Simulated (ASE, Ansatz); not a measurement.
# Ti3C2O2 MXene, 1 layer (61 atoms): support functions against a reference

Wanted: errors and times of a linear-scaling basis for Ti3C2O2 MXene, 1 layer (61 atoms). A setting counts as converged where the r.m.s. difference of forces stays under 1 % of the r.m.s. force.

Method: Kohn-Sham DFT, PBE, PAW (set soft_2), plane waves, in Ansatz 0.2.0.

## (1) Starting point

The cell holds 61 atoms: 25 Ti, 18 C and 18 O. Its edges and angles: a = 9.120 Å, b = 9.120 Å, c = 20.900 Å, α = 90.0°, β = 90.0°, γ = 120.0°. It derives from Ti3C2O2 (Ti3C2O2 MXene). 1 layer of Ti3C2O2 MXene (a = 3.04 Å), 3 x 3 cells; 14 Å of vacuum; 2 Ti removed at random; every coordinate displaced by a Gaussian of 0.03 Å. Vacuum lies along c.

Limits known from the start: Beside vacuum, support functions can miss their usual error bounds without a warning. The main run has no spin polarisation, so moments on Ti can't form in it, and no Hubbard term.

## (2) Plane-wave single point

The first run fixes the reference, at a cutoff of 420 eV.

Input file input.yaml:

```yaml
crystal:
  lattice:
    - [9.12, 0.0, 0.0]
    - [-4.56, 7.89815, 0.0]
    - [0.0, 0.0, 20.9]
  atoms:
    - { symbol: Ti, position: [0.99518, 0.9966, 0.50029] }
    - { symbol: C, position: [0.11156, 0.22162, 0.56145] }
    - { symbol: C, position: [0.22161, 0.11901, 0.43897] }
    - { symbol: Ti, position: [0.10974, 0.22207, 0.37761] }
    - { symbol: O, position: [0.99897, 0.99839, 0.66586] }
    - { symbol: O, position: [0.99969, 0.99851, 0.33704] }
    - { symbol: Ti, position: [0.99968, 0.32884, 0.49692] }
    - { symbol: C, position: [0.11054, 0.54848, 0.56064] }
    - { symbol: C, position: [0.22201, 0.44431, 0.44062] }
    - { symbol: Ti, position: [0.21671, 0.43984, 0.62213] }
    - { symbol: Ti, position: [0.11367, 0.55545, 0.3785] }
    - { symbol: O, position: [0.99938, 0.3356, 0.6634] }
    - { symbol: O, position: [0.00225, 0.33488, 0.33616] }
    - { symbol: Ti, position: [0.99943, 0.67158, 0.50033] }
    - { symbol: C, position: [0.11435, 0.89154, 0.56163] }
    - { symbol: C, position: [0.22521, 0.78257, 0.44045] }
    - { symbol: Ti, position: [0.2211, 0.7746, 0.62467] }
    - { symbol: Ti, position: [0.11248, 0.89265, 0.37747] }
    - { symbol: O, position: [0.99508, 0.66781, 0.66437] }
    - { symbol: O, position: [0.00229, 0.66841, 0.33615] }
    - { symbol: Ti, position: [0.334, 0.00159, 0.49943] }
    - { symbol: C, position: [0.44592, 0.22566, 0.55931] }
    - { symbol: C, position: [0.55532, 0.1105, 0.43825] }
    - { symbol: Ti, position: [0.56084, 0.11559, 0.62273] }
    - { symbol: Ti, position: [0.44928, 0.22504, 0.38081] }
    - { symbol: O, position: [0.33401, 0.00617, 0.6634] }
    - { symbol: O, position: [0.33735, 0.00492, 0.33584] }
    - { symbol: Ti, position: [0.33077, 0.33609, 0.49997] }
    - { symbol: C, position: [0.44404, 0.55575, 0.56115] }
    - { symbol: C, position: [0.5552, 0.44552, 0.44021] }
    - { symbol: Ti, position: [0.55215, 0.44156, 0.62295] }
    - { symbol: O, position: [0.32998, 0.33408, 0.66309] }
    - { symbol: O, position: [0.33284, 0.33348, 0.33701] }
    - { symbol: Ti, position: [0.33161, 0.66994, 0.50209] }
    - { symbol: C, position: [0.4426, 0.88765, 0.56103] }
    - { symbol: C, position: [0.54671, 0.76879, 0.44109] }
    - { symbol: Ti, position: [0.55418, 0.78139, 0.62243] }
    - { symbol: Ti, position: [0.44566, 0.8888, 0.37894] }
    - { symbol: O, position: [0.33853, 0.67428, 0.6663] }
    - { symbol: O, position: [0.33637, 0.66379, 0.33488] }
    - { symbol: Ti, position: [0.66558, 0.00302, 0.5014] }
    - { symbol: C, position: [0.77751, 0.21199, 0.55814] }
    - { symbol: C, position: [0.88935, 0.10006, 0.43832] }
    - { symbol: Ti, position: [0.89303, 0.11344, 0.62198] }
    - { symbol: Ti, position: [0.77725, 0.22316, 0.37754] }
    - { symbol: O, position: [0.66514, 0.00397, 0.66507] }
    - { symbol: O, position: [0.66903, 0.00179, 0.33499] }
    - { symbol: Ti, position: [0.66362, 0.33856, 0.50129] }
    - { symbol: C, position: [0.77559, 0.55139, 0.56368] }
    - { symbol: C, position: [0.88613, 0.44314, 0.43989] }
    - { symbol: Ti, position: [0.88913, 0.44479, 0.62058] }
    - { symbol: Ti, position: [0.78601, 0.55879, 0.3808] }
    - { symbol: O, position: [0.66665, 0.33622, 0.66262] }
    - { symbol: O, position: [0.66229, 0.33269, 0.33661] }
    - { symbol: Ti, position: [0.66699, 0.6656, 0.49931] }
    - { symbol: C, position: [0.77732, 0.89167, 0.5608] }
    - { symbol: C, position: [0.88794, 0.78241, 0.43746] }
    - { symbol: Ti, position: [0.88832, 0.77879, 0.62149] }
    - { symbol: Ti, position: [0.77981, 0.88968, 0.37926] }
    - { symbol: O, position: [0.67051, 0.6666, 0.66316] }
    - { symbol: O, position: [0.66345, 0.66885, 0.33464] }
kpoints:
  mp_grid: { grid: [2, 2, 1] }
hamiltonian:
  xc: pbe
scf:
  occupations: { method: gaussian, width: 0.05 }
output:
  forces: true
  populations: true
  dos:
    method: { smearing: { sigma: 0.1 } }
    de: 0.1
    projected:
      site_lists:
        C: [C]
        O: [O]
        Ti: [Ti]
        layer_1: [0, 1, 2, 3, 4, 5, 6, 7, 8, 9, 10, 11, 12, 13, 14, 15, 16, 17, 18, 19, 20, 21, 22, 23, 24, 25, 26, 27, 28, 29, 30, 31, 32, 33, 34, 35, 36, 37, 38, 39, 40, 41, 42, 43, 44, 45, 46, 47, 48, 49, 50, 51, 52, 53, 54, 55, 56, 57, 58, 59, 60]
  eigenvalues: true
  write_density: true
  write_potential: true
  volumetric_format: npy
```

Launch:

```
$ ansatz run input.yaml --threads 8 --pin off --max-ram 15872MiB --backend cpu --events-out ev --progress --plain --runs-dir out
```

The log of the run:

```text
Engine: ansatz 0.2.0, aarch64-unknown-linux-gnu
Pseudopotentials: kind: paw
Pseudopotential: Ti, paw, valence charge 12, recommended cutoff 420 eV (normal), Ti.paw.azcp
Pseudopotential: C, paw, valence charge 4, recommended cutoff 420 eV (normal), C.paw.azcp
Pseudopotential: O, paw, valence charge 6, recommended cutoff 420 eV (normal), O.paw.azcp
Functional definition: PBE
  parameter kappa = 0.804
  parameter beta = 0.066725
  exchange = pbe_x(kappa = kappa, mu = beta*pi^2/3)
  correlation = pbe_c(beta = beta)
Crystal: 61 atoms, lattice volume = 1505.451 Å³
Basis set: ecut = 420 eV, 29385 PW (Γ), exchange–correlation on 128×128×288 points (8 copies of the dense FFT grid, shifted against one another)
Bands: 301, of which v1, the nominal top of the filled ones, is band 240 counted from 1 (239 counted from 0)
Symmetry: 1 space group operations
Space group: P1 (ITA 1), of the structure as read, at distance tolerance 1.1e-4 Å
k-points: 4
Non-local potential: Ti, projectors of the file, l = 0: 3, l = 1: 2, l = 2: 3, l = 3: 1
Non-local potential: C, projectors of the file, l = 0: 2, l = 1: 2, l = 2: 1
Non-local potential: O, projectors of the file, l = 0: 2, l = 1: 2, l = 2: 1
PAW form: soft (Blöchl's): semilocal exchange-correlation on the pseudo side does not see the compensation charge
PAW one-centre angular grid: Ti, 590 points (default); XC on 64 Gauss nodes
PAW one-centre angular grid: C, 110 points (default); XC on 64 Gauss nodes
PAW one-centre angular grid: O, 110 points (default); XC on 64 Gauss nodes
Initial density: superposition of atomic densities (neutral atoms: chi_scale 0, normalization atom), corrected by the library's trained network
Initial wavefunctions: pseudopotential atomic-orbital guess
Functional: x = pbe(κ = 0.804, μ = 0.219515), c = pbe(β = 0.066725)
SCF iter   1: F=—  HF=-77262.558518 eV  |F-HF|=—  |Δ(HF+E_count)|=         —  Δρ=6.43e-3  dr2=2.46e0  ethr=1.77e-3  ⟨swp⟩=6.0  Hψ=4877  notcnv=0  defer=130
preconditioner: auto → LDOS  [insulator: Δε(μ)=0.063 eV  Ē_g=7.990 eV  σ=0.050 eV  W_gap=0.62  n_scr=296 (ndim 8)  ℏωp=16.0 eV  f_vac=0.556  D(μ)=11.09/eV (n_scr^D=36)  ε∞_Penn≈5.0  β→1.0]
SCF iter   2: F=—  HF=-77262.619629 eV  |F-HF|=—  |Δ(HF+E_count)|=   6.11e-2  Δρ=7.93e-3  dr2=2.64e0  ethr=5.13e-4  ⟨swp⟩=2.8  Hψ=1791  notcnv=0  defer=220
SCF iter   3: F=—  HF=-77262.326661 eV  |F-HF|=—  |Δ(HF+E_count)|=   2.93e-1  Δρ=1.39e-3  dr2=4.24e-2  ethr=5.13e-4  ⟨swp⟩=2.0  Hψ=1327  notcnv=0  defer=220
SCF iter   4: F=—  HF=-77262.331678 eV  |F-HF|=—  |Δ(HF+E_count)|=   5.02e-3  Δρ=7.66e-4  dr2=1.56e-2  ethr=8.84e-6  ⟨swp⟩=3.0  Hψ=2285  notcnv=0  defer=220
SCF iter   5: F=—  HF=-77262.330948 eV  |F-HF|=—  |Δ(HF+E_count)|=   7.30e-4  Δρ=2.98e-4  dr2=2.28e-3  ethr=3.24e-6  ⟨swp⟩=2.0  Hψ=1881  notcnv=0  defer=220
SCF iter   6: F=—  HF=-77262.331247 eV  |F-HF|=—  |Δ(HF+E_count)|=   2.99e-4  Δρ=1.69e-4  dr2=6.73e-4  ethr=4.75e-7  ⟨swp⟩=2.0  Hψ=1650  notcnv=0  defer=220
SCF iter   7: F=—  HF=-77262.331393 eV  |F-HF|=—  |Δ(HF+E_count)|=   1.47e-4  Δρ=9.60e-5  dr2=2.17e-4  ethr=1.40e-7  ⟨swp⟩=2.0  Hψ=1408  notcnv=0  defer=220
SCF iter   8: F=—  HF=-77262.331429 eV  |F-HF|=—  |Δ(HF+E_count)|=   3.61e-5  Δρ=5.96e-5  dr2=8.90e-5  ethr=4.52e-8  ⟨swp⟩=2.8  Hψ=1425  notcnv=0  defer=220
SCF iter   9: F=—  HF=-77262.332793 eV  |F-HF|=—  |Δ(HF+E_count)|=   1.36e-3  Δρ=2.67e-5  dr2=1.64e-5  ethr=1.85e-8  ⟨swp⟩=2.0  Hψ=1684  notcnv=0  defer=220
SCF iter  10: F=—  HF=-77262.332801 eV  |F-HF|=—  |Δ(HF+E_count)|=   8.38e-6  Δρ=1.24e-5  dr2=3.37e-6  ethr=3.42e-9  ⟨swp⟩=2.0  Hψ=1484  notcnv=0  defer=220
SCF iter  11: F=—  HF=-77262.332806 eV  |F-HF|=—  |Δ(HF+E_count)|=   4.66e-6  Δρ=5.99e-6  dr2=7.84e-7  ethr=7.02e-10  ⟨swp⟩=2.8  Hψ=1478  notcnv=0  defer=220
SCF iter  12: F=—  HF=-77262.332806 eV  |F-HF|=—  |Δ(HF+E_count)|=   5.29e-7  Δρ=3.01e-6  dr2=1.81e-7  ethr=1.63e-10  ⟨swp⟩=3.0  Hψ=1793  notcnv=0  defer=220
SCF iter  13: F=-77262.332807 eV  HF=-77262.332807 eV  |F-HF|=3.76e-7  |Δ(HF+E_count)|=   3.33e-7  Δρ=1.44e-6  dr2=4.89e-8  ethr=2.08e-11  ⟨swp⟩=19.0  Hψ=10088  notcnv=0
SCF 1 converged in 13 iterations: F = -77262.332807 eV  dr2 = 4.89e-8
  greatest PAW one-centre occupation: 0.999 electrons in one spin orbital (limit 2), on the Ti atom at site 57 (counted from 0), in its partial waves of l = 0
WARN: The output density's exchange-correlation potential varies sharply where the density is thin. Do not read a vacuum level from v_tot or v_xc, or from such a field of the output density. On a cell that repeats whose density bears no net charge and no dipole along the vacuum's axis use v_es (v_loc + v_h of the components); [...]
SCF converged after 13 iterations
Free energy (F): -77262.332807 eV
Harris-Foulkes:  -77262.332807 eV  (|F-HF|=3.76e-7)
Internal energy: -77262.309112 eV  (E = F + TS)
E sigma→0 (E₀):  -77262.320959 eV
Entropy (-TS):   -0.023696 eV (-0.388 meV/atom)
Fermi energy:    0.970864 eV
--- Per-component energies (eV) ---
  E_band       = -8863.782704
  E_kinetic    = 11540.403507
  E_local      = -397970.810425  (includes V_loc(G=0)·N_el)
  E_nonlocal   = 1460.853575
  E_hartree    = 193453.679451
  E_xc         = -4655.615570
  E_vxc        = -5849.849489  (∫ρ·V_xc dr)
  E_paw        = -30765.046977  (= ΣΔE_a)
  E_vpaw       = -4951.787874  (= ΣTr[D̂ρ^β])
  E_aug_tail   = 0.047132  (compensation charges beyond the density's cutoff)
  E_ewald      = 149674.180197
  E_smearing   = -0.023696  (= −TS)
  E_closure    = -0.000000  (closes the sum)
  Σ components = -77262.332807   (vs F -77262.332807, Δ=0.00e0)
--- Forces (eV/Å), atoms counted from 1 ---
  atom   1  Ti     0.81465398     0.83115933     0.25171041
  atom   2  C     -0.46190867     0.17771105    -1.44289414
  atom   3  C      0.51493540    -1.18092444     1.43108176
  atom   4  Ti     2.40529480     1.51485181    -1.69481685
  atom   5  O     -1.89782528    -0.77520213    -1.47020170
  atom   6  O      0.11119914     0.07515170    -0.55249666
  atom   7  Ti    -0.25585595     0.39612620     0.75571223
  atom   8  C     -0.87196196     0.65270265    -1.08951975
  atom   9  C     -0.62170774    -0.05123570     1.08134961
  atom  10  Ti     2.39552439    -0.75595660     1.50179466
  atom  11  Ti     2.37571386     1.14830439    -2.00661579
  atom  12  O     -0.45899632    -0.12642003     0.39148003
  atom  13  O     -0.69755405    -0.09357847    -0.11309442
  atom  14  Ti     0.50440024    -0.41198235     0.00928769
[...]
atom  60  O     -0.67561114     0.15392489     0.17864083
  atom  61  O      2.09933761     0.96500516     1.72974735
  max |Σ_I F_I| component: 1.17e-4 eV/Å
--- Band table (eV) ---
  k-point 0: bands = ["-56.2156", "-56.1691", "-56.0764", "-56.0496", [... 285 levels ...], "4.1754", "4.1970", "4.2207", "4.2390", "4.2636", "4.3074", "4.3745", "4.3995", "4.4371", "4.4582", "4.4728", "4.5088"]
[...]
--- Löwdin populations: 61 sites ---
  site symbol       q [e]
     0     Ti     11.1385
     1      C      4.6630
     2      C      4.8314
[...]
60      O      6.5141
  spilling = 0.003387 (of n_electrons = 480.000000)
```

Elapsed: 44 s, on 8 threads of Arm Neoverse V2, shared host; peak memory 8.1 GiB.

The column dr2 measures how far the density is from self-consistency, as an energy; F and HF (Harris–Foulkes) agree once it is small.

The program notes that the exchange-correlation potential is rough where the density is thin.

The run gave:

- free energy: -77262.3328 eV
- free energy per atom: -1266.5956 eV/atom
- SCF cycles: 13
- r.m.s. force component: 1.139 eV/Å
- longest force: 4.084 eV/Å
- Fermi energy: 0.9709 eV
- levels partly filled by over 2 per cent: 6
- potential in mid-vacuum, over the Fermi level: 6.867 eV
- potential 4.5 Å over the upper face: 6.836 eV
- potential 4.5 Å under the lower face: 6.896 eV
- spilling of the projection: 0.003387

The r.m.s. force component of 1.1 eV/Å sets the scale for the differences below.

## (3) Support functions low

The cell is solved in localised support functions.

This step: Kohn-Sham DFT, PBE, PAW (set soft_2), localised support functions (low) (Ansatz 0.2.0).

input.yaml, the sections that differ from step 2:

```yaml
scf:
  occupations: { method: gaussian, width: 0.05 }
  eigensolver: { kind: { support_functions: { accuracy: low } } }
  max_iter: 150
output:
  forces: true
  eigenvalues: true
# crystal, kpoints, hamiltonian: as in step 2
```

The log of the run:

```text
Warning: scf.eigensolver.kind.support_functions: disabling space-group detection — the functions' gradient is summed over unrotated k-points, so no spatial operation reduces the k-mesh or symmetrises the density; time reversal is kept, so that k and −k are solved as one point where they differ and the mesh holds both, and exact exchange and, on two spinor components, a DFT+U term hold to it where the run has them: [...]
settings of this run that can trade accuracy for cost: scf.eigensolver.kind.support_functions; scf.eigensolver.kind.support_functions.accuracy: low [...]
[...]
Crystal: 61 atoms, lattice volume = 1505.451 Å³
Basis set: ecut = 420 eV, 29385 PW (Γ), exchange–correlation on 144×144×300 points (8 copies of the dense FFT grid, shifted against one another)
Bands: 288, of which v1, the nominal top of the filled ones, is band 240 counted from 1 (239 counted from 0)
Symmetry: 1 space group operations
k-points: 4
[...]
SCF iter   1: F=—  HF=-77319.452983 eV  |F-HF|=—  |Δ(HF+E_count)|=         —  Δρ=1.31e-1  dr2=3.22e2  ethr=1.00e-1
[...]
SCF iter  15: F=—  HF=-77262.566156 eV  |F-HF|=—  |Δ(HF+E_count)|=   9.69e-4  Δρ=2.82e-5  dr2=1.57e-5  ethr=8.77e-9  κ⁻¹=7.4e-5(r=7)
SCF iter  16: F=-77262.566923 eV  HF=-77262.566923 eV  |F-HF|=3.61e-7  |Δ(HF+E_count)|=   7.67e-4  Δρ=1.06e-5  dr2=2.44e-6  ethr=3.27e-9
SCF 1 converged in 16 iterations: F = -77262.575974 eV  dr2 = 2.44e-6
[...]
SCF converged after 16 iterations
Stability not checked: this state was not tested for a lower state beside it, because the mixer in use, unlike msr1, does not test its closes by its own steps (another_mixer; see scf.mixing.algorithm and scf.lower_state_search)
Free energy (F): -77262.575974 eV
[...]
Internal energy: -77262.552288 eV  (E = F + TS)
E sigma→0 (E₀):  -77262.564131 eV
Entropy (-TS):   -0.023686 eV (-0.388 meV/atom)
Fermi energy:    0.971237 eV
[...]
Σ components = -77262.575974   (vs F -77262.575974, Δ=0.00e0)
--- Forces (eV/Å), atoms counted from 1 ---
  atom   1  Ti     0.81434986     0.83188158     0.25171517
  atom   2  C     -0.46149000     0.17750701    -1.44336724
  atom   3  C      0.51515676    -1.18125710     1.43166687
  atom   4  Ti     2.40506906     1.51464938    -1.69300485
[...]
atom  61  O      2.09926954     0.96522247     1.72934784
  max |Σ_I F_I| component: 3.80e-3 eV/Å
--- Band table (eV) ---
[...]
```

The job ended after 1.8 min (8 threads; peak memory 4.4 GiB).

The program notes that the band table was not solved further than the SCF left it and it switched symmetry off.

Keys that differ from the reference: support_functions.accuracy = "low" and scf.max_iter = 150.

Forces differ from the reference by 0.69 meV/Å r.m.s., 0.061 % of their size, well within a tolerance of 1 %; the energy by -4.0 meV/atom. It took roughly 2.4 times the reference's time (one timing each, with unlike analyses asked), in 16 cycles against 13.

## (4) Support functions medium

The cell is solved in localised support functions. Besides, the program derives a nominal cutoff of 464 eV for this run, against the reference's 420.

This step: Kohn-Sham DFT, PBE, PAW (set soft_2), localised support functions (medium) (Ansatz 0.2.0).

input.yaml, the sections that differ from step 3:

```yaml
scf:
  occupations: { method: gaussian, width: 0.05 }
  eigensolver: { kind: { support_functions: { accuracy: medium } } }
  max_iter: 150
# crystal, kpoints, hamiltonian, output: as in step 3
```

The log of the run:

```text
[...]
Warning: basis.ecutwfc = 464 eV, auto-derived: no grid that the accuracy of the support functions lays serves the files at the lower one that their records recommend; a deck with other species or settings can derive another value
[...]
Crystal: 61 atoms, lattice volume = 1505.451 Å³
Basis set: ecut = 464 eV, 34015 PW (Γ), exchange–correlation on 144×144×300 points (8 copies of the dense FFT grid, shifted against one another)
Bands: 288, of which v1, the nominal top of the filled ones, is band 240 counted from 1 (239 counted from 0)
Symmetry: 1 space group operations
k-points: 4
[...]
SCF iter   1: F=—  HF=-77319.454326 eV  |F-HF|=—  |Δ(HF+E_count)|=         —  Δρ=1.31e-1  dr2=3.22e2  ethr=1.00e-1
[...]
SCF iter  16: F=—  HF=-77262.567389 eV  |F-HF|=—  |Δ(HF+E_count)|=   7.31e-4  Δρ=1.06e-5  dr2=2.42e-6  ethr=3.27e-9  κ⁻¹=1.4e-4(r=7)
SCF iter  17: F=-77262.567985 eV  HF=-77262.567986 eV  |F-HF|=3.27e-7  |Δ(HF+E_count)|=   5.97e-4  Δρ=6.98e-6  dr2=1.17e-6  ethr=5.05e-10
SCF 1 converged in 17 iterations: F = -77262.575987 eV  dr2 = 1.17e-6
[...]
SCF converged after 17 iterations
[...]
Free energy (F): -77262.575987 eV
[...]
Internal energy: -77262.552298 eV  (E = F + TS)
E sigma→0 (E₀):  -77262.564143 eV
Entropy (-TS):   -0.023689 eV (-0.388 meV/atom)
Fermi energy:    0.971112 eV
[...]
Σ components = -77262.575987   (vs F -77262.575987, Δ=0.00e0)
--- Forces (eV/Å), atoms counted from 1 ---
  atom   1  Ti     0.81438972     0.83177378     0.25173361
  atom   2  C     -0.46152044     0.17747507    -1.44345134
  atom   3  C      0.51509909    -1.18091698     1.43188287
  atom   4  Ti     2.40525748     1.51453627    -1.69284409
[...]
atom  61  O      2.09920579     0.96574363     1.72944807
  max |Σ_I F_I| component: 3.61e-3 eV/Å
--- Band table (eV) ---
[...]
```

Wall time 2.2 min (8 threads); peak memory 4.6 GiB.

Keys that differ from the reference: support_functions.accuracy = "medium" and scf.max_iter = 150.

Forces differ from the reference by 0.67 meV/Å r.m.s., 0.059 % of their size, well within a tolerance of 1 %; the energy by -4.0 meV/atom. It took roughly 3.1 times the reference's time (one timing each, with unlike analyses asked), in 17 cycles against 13.

## (5) Support functions medium, radius 3.05 Å

The radius confines each support function; a larger one gives more freedom and more work per atom.

input.yaml, the sections that differ from step 4:

```yaml
scf:
  occupations: { method: gaussian, width: 0.05 }
  eigensolver: { kind: { support_functions: { accuracy: medium, radius: 3.05 } } }
  max_iter: 150
# crystal, kpoints, hamiltonian, output: as in step 4
```

The log of the run:

```text
Warning: scf.eigensolver.kind.support_functions: disabling space-group detection — the functions' gradient is summed over unrotated k-points, so no spatial operation reduces the k-mesh or symmetrises the density; time reversal is kept, so that k and −k are solved as one point where they differ and the mesh holds both, and exact exchange and, on two spinor components, a DFT+U term hold to it where the run has them: [...]
Warning: basis.ecutwfc = 464 eV, auto-derived: no grid that the accuracy of the support functions lays serves the files at the lower one that their records recommend; a deck with other species or settings can derive another value
settings of this run that can trade accuracy for cost: scf.eigensolver.kind.support_functions [...]
Engine: ansatz 0.2.0, aarch64-unknown-linux-gnu
Pseudopotentials: kind: paw
Pseudopotential: Ti, paw, valence charge 12, recommended cutoff 420 eV (normal), Ti.paw.azcp
Pseudopotential: C, paw, valence charge 4, recommended cutoff 420 eV (normal), C.paw.azcp
Pseudopotential: O, paw, valence charge 6, recommended cutoff 420 eV (normal), O.paw.azcp
[... 5 lines on functional and potentials left out ...]
Error: SCF: the radius of support functions is under 3.42 Å, the least for these sites at the functions' level (scf.eigensolver.kind.support_functions.accuracy). Use scf.eigensolver.kind: auto, or type scf.eigensolver.kind.support_functions.radius at least as long, [...]
```

It took 2.9 s on 8 threads; peak memory 0.38 GiB.

The program refuses radii under 3.42 Å for these atoms at this level.

(Continued in part 2 of 2.)

[Long decimals in the printed logs are rounded to 6 places.]

[Logs are printed without paths, hosts, clocks, repeated set-up lines and the standing remarks that a program may print on its own settings, such as how far it seeks lower states.]

[Hosts, paths, dates, database ids (printed as entryN), source tags and the programs' standing remarks are cut or masked in the printed files.]
